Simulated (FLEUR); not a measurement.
### Magnetic state of Fe (Iron-alpha) from several starts

The structure is cubic, space group Im-3m (No. 229). Conventional cell: a = 2.866 Å, b = 2.866 Å, c = 2.866 Å, α = 90.00°, β = 90.00°, γ = 90.00°. Nearest to Fe lie 8 Fe at 2.48 Å.

```yaml
method: PBEsol; all-electron FLAPW, Dirac cores, scalar-relativistic bands (and 1 further level or step)
program: FLEUR MaX-R8.1
settings_of_one_run: kmax 3.6 1/bohr, gmax 10.8 1/bohr, muffin tin radii Fe: 2.29 bohr, lmax Fe: [8, 6], hist occupations, smearing width 0.05 eV, mixer Anderson, mixing 0.05, max iterations 90, stop 2.00e-5 me/bohr³, collinear spin, 18×18×18 k-mesh, mesh matched on, starting moments 2.8 μB
cost: 4 runs, 2.1 min in all on 4 MPI ranks of Arm Neoverse V2, shared host (the runs of this entry)
notes: The run is spin-polarised, with a total moment of 2.22 μB a cell. This is the lowest of 3 finished starts, no proof of the ground state.
lowest_state_found: ferromagnetic (initial ferro +)
largest_site_spin_moment: 2.27 μB
next_finished_state: antiferromagnetic, 446 meV a seeded atom higher
energy_gained_by_spin_polarisation: 534 meV a seeded atom
hyperfine_field_at_fe1_along_its_moment: -28.6 T
orbital_moment_on_the_atom_of_largest_spin_along_its_spin_spin_orbit_run: 0.0464 μB
```

The lowest state found is ferromagnetic, reached from the start ferro +, with moments up to 2.27 μB. The next finished state costs 446 meV a seeded atom.

[Logs and program files are shortened in this print: banners, set-up blocks, solver, clock and traceback lines can be left out without a mark of their own.]

[Logs are printed without paths, hosts, clocks, repeated set-up lines and the standing remarks that a program may print on its own settings, such as how far it seeks lower states.]

[Hosts, paths, dates, database ids (printed as entryN), source tags and the programs' standing remarks are cut or masked in the printed files.]

[Where a cell is said to come from a database of computed structures, the database is the Materials Project.]
